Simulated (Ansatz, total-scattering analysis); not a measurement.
# Reading the total scattering of a disordered sample

The sample: aqueous LiCl (28 H2O, 4 Li+ and 4 Cl-; O 30.4, H 60.9, Li 4.3, Cl 4.3 atom %) at 330 K, fixed volume (mean pressure 0.9 GPa), ρ₀ = 0.0945 Å⁻³. The data come from ab initio molecular dynamics with Ansatz (PBE, plane waves, PAW default files, Langevin thermostat, no spin, fixed volume, H with the mass of D). The average runs over 0.73 ps of 92 atoms, so shells between rare elements are rough. Mean temperature 329 K, largest m.s.d. 0.76 Å², energy drift +1 meV an atom (last third less first, no steady trend), Langevin friction 10 ps⁻¹; the first quarter of the run is discarded. Start: last frame of a classical run of this cell at the same density and temperature. So short a stretch relaxes bonds and nearest shells but still remembers its start. It is a liquid as far as so short a run tells.

The totals are in Faber–Ziman form. Below 4 Å⁻¹ the partials are summed on the cell's own reciprocal vectors (from 0.63 Å⁻¹) and folded with a Gaussian of σ = 0.14 Å⁻¹; above it they are transforms of g(r) out to 6.7 Å, tapered over the last 40 %. The fold lowers sharp peaks, and with so few vectors their positions are good to about 0.1 Å⁻¹. X-rays take neutral-atom form factors, neutrons coherent lengths (O 5.8037, H 6.6681, Li -1.93, Cl 9.5792 fm). Hydrogen is taken as deuterium. Absorption by Li is ignored. G(r) = 4πrρ₀[g(r) − 1] carries the resolution of a Lorch-windowed transform up to 20 Å⁻¹. The patterns are simulated, not measured. The cell is small: beyond half the box only the part of each shell inside it is counted, and low-Q values rest on few vectors.

```
Q (Å⁻¹)  X-ray  neutron
    0.6  -1.11     0.04
    0.9  -1.02     0.10
    1.2  -0.61     0.52
    1.5  -0.09     0.59
    1.8   0.89     1.68
    2.1   1.84     2.04
    2.4   1.82     1.63
    2.7   1.50     0.93
    3.0   0.93     0.73
    3.3   0.58     0.79
    3.6   0.64     0.82
    3.9   0.91     0.97
    4.2   1.14     0.90
    4.5   1.27     0.82
    4.8   1.17     0.75
    5.1   0.90     0.74
    5.4   0.69     0.80
    5.7   0.74     0.89
    6.0   0.96     0.98
    6.3   1.13     1.02
    6.6   1.15     1.03
    6.9   1.06     1.03
    7.2   0.96     1.04
    7.5   0.95     1.07
    7.8   1.00     1.12
    8.1   1.06     1.16
    8.4   1.05     1.18
    8.7   1.01     1.17
    9.0   0.95     1.13
    9.3   0.94     1.07
    9.6   0.98     1.02
    9.9   1.03     0.96
   10.2   1.04     0.91
   10.5   1.04     0.87
   10.8   1.02     0.85
   11.1   0.97     0.86
   11.4   0.94     0.87
   11.7   0.96     0.90
   12.0   1.02     0.94
```

G(r):

| r (Å) | X-ray | neutron |
| --- | --- | --- |
| 0.6 | -0.34 | -0.76 |
| 0.7 | -0.29 | -0.94 |
| 0.8 | -0.21 | 0.25 |
| 0.9 | -0.15 | 2.49 |
| 1.0 | -0.20 | 3.33 |
| 1.1 | -0.41 | 1.65 |
| 1.2 | -0.71 | -0.75 |
| 1.3 | -1.01 | -1.62 |
| 1.4 | -1.27 | -0.97 |
| 1.5 | -1.47 | -0.22 |
| 1.6 | -1.59 | -0.13 |
| 1.7 | -1.57 | -0.57 |
| 1.8 | -1.41 | -1.18 |
| 1.9 | -1.24 | -1.48 |
| 2.0 | -1.26 | -1.28 |
| 2.1 | -1.50 | -0.92 |
| 2.2 | -1.82 | -0.70 |
| 2.3 | -2.07 | -0.74 |
| 2.4 | -2.15 | -0.97 |
| 2.5 | -1.90 | -1.21 |
| 2.6 | -1.25 | -1.25 |
| 2.7 | -0.58 | -1.16 |
| 2.8 | -0.16 | -0.95 |
| 2.9 | 0.45 | -0.58 |
| 3.0 | 1.70 | -0.03 |
| 3.1 | 2.98 | 0.52 |
| 3.2 | 3.21 | 0.89 |
| 3.3 | 2.39 | 1.09 |
| 3.4 | 1.29 | 1.17 |
| 3.5 | 0.47 | 1.17 |
| 3.6 | 0.00 | 1.10 |
| 3.7 | -0.21 | 1.00 |
| 3.8 | -0.17 | 0.89 |
| 3.9 | -0.03 | 0.76 |
| 4.0 | 0.12 | 0.60 |
| 4.1 | 0.25 | 0.44 |
| 4.2 | 0.28 | 0.27 |
| 4.3 | 0.16 | 0.11 |
| 4.4 | -0.06 | -0.03 |
| 4.5 | -0.25 | -0.14 |
| 4.6 | -0.30 | -0.23 |
| 4.7 | -0.22 | -0.34 |
| 4.8 | -0.15 | -0.44 |
| 4.9 | -0.19 | -0.47 |
| 5.0 | -0.22 | -0.45 |
| 5.1 | -0.06 | -0.39 |
| 5.2 | 0.28 | -0.33 |
| 5.3 | 0.58 | -0.29 |
| 5.4 | 0.59 | -0.27 |
| 5.5 | 0.35 | -0.22 |
| 5.6 | 0.28 | -0.14 |
| 5.7 | 0.57 | -0.01 |
| 5.8 | 0.72 | 0.10 |
| 5.9 | 0.29 | 0.14 |
| 6.0 | -0.37 | 0.13 |

Q: Assign the low-r maxima. Which coordination numbers can be read off, and what are they?

Each pair enters with the weight ci cj fi fj (2 − δij)/⟨f⟩², taking f = Z for X-rays at Q = 0: H–H 0.02 / 0.43; O–O 0.39 / 0.08; O–H 0.19 / 0.38; O–Cl 0.24 / 0.04; H–Cl 0.06 / 0.09; O–Li 0.04 / -0.01; Cl–Cl 0.04 / 0.00; H–Li 0.01 / -0.02 (X-ray / neutron).

| radiation | maximum (Å) | G (Å⁻²) | pairs that make it (share of the curvature of G, each pair at the same resolution) |
| --- | --- | --- | --- |
| X-ray | 1.94 | -1.22 | O–Li 99 %, merged with H–Cl at 2.19 Å, share not resolved |
| X-ray | 3.17 | 3.30 | O–Cl 97 % |
| X-ray | 4.17 | 0.29 | O–Cl 84 % |
| neutron | 0.98 | 3.44 | O–H 100 % |
| neutron | 1.56 | -0.08 | H–H 99 % |
| neutron | 2.23 | -0.68 | H–Cl 51 %, H–H 35 % |
| neutron | 3.45 | 1.18 | O–H 51 %, H–Cl 36 % |

The first neutron peak is mostly one pair, so its area estimates the neighbours: ∫ r [G + 4πρ₀r] dr from 0.53 to 1.26 Å is 1.25, and times c(H)/weight = 0.609/0.378 gives 2.0 H around each O; the count from the coordinates is 2.00.

From the coordinates:

| pair | first peak (Å) | g there | first minimum (Å) | g there | neighbours | kind |
| --- | --- | --- | --- | --- | --- | --- |
| O–H | 0.98 | 31.2 | 1.26 | 0.00 | 2.0 H per O, 1.0 O per H | within molecules |
| H–H | 1.56 | 3.4 | 1.84 | 0.10 | 1.0 | within molecules |
| O–Li | 1.96 | 10.0 | 2.50 | 0.12 | 0.5 Li per O, 3.7 O per Li | between molecules |
| H–Cl | 2.19 | 3.5 | 2.96 | 0.30 | 0.4 Cl per H, 5.8 H per Cl | between molecules |
| Li–Cl | 2.35 | 2.0 | 3.02 | 0.10 | 0.2 Cl per Li, 0.2 Li per Cl | between molecules |
| H–Li | 2.56 | 4.0 | 3.10 | 0.43 | 0.6 Li per H, 8.6 H per Li | between molecules |
| O–O | 2.73 | 2.3 | 3.63 | 1.00 | 5.4 | between molecules |
| O–Cl | 3.15 | 4.2 | 3.80 | 0.76 | 0.9 Cl per O, 6.6 O per Cl | between molecules |

Distances within molecules give the sharpest pair functions, and with hydrogen they rule the neutron S(Q) at high Q: O–H 0.98 Å and H–H 1.56 Å (first peaks only). Between molecules or ions, shells with a clear end include O–Li at 1.96 Å (0.5 Li per O, 3.7 O per Li) and Li–Cl at 2.35 Å (0.2 Cl per Li, 0.2 Li per Cl). Li holds 3.7 O and 0.2 Cl in its first shell, 3.9 in all; contact pairs exchange slowly and may come from the start. On the last frame 91 % of the H on O, N or F point at an acceptor of another molecule or at an anion within hydrogen-bond range (2.35 Å to O, N, F; 2.85 Å to Cl, Br, I).

[Logs are printed without paths, hosts, clocks, repeated set-up lines and the standing remarks that a program may print on its own settings, such as how far it seeks lower states.]
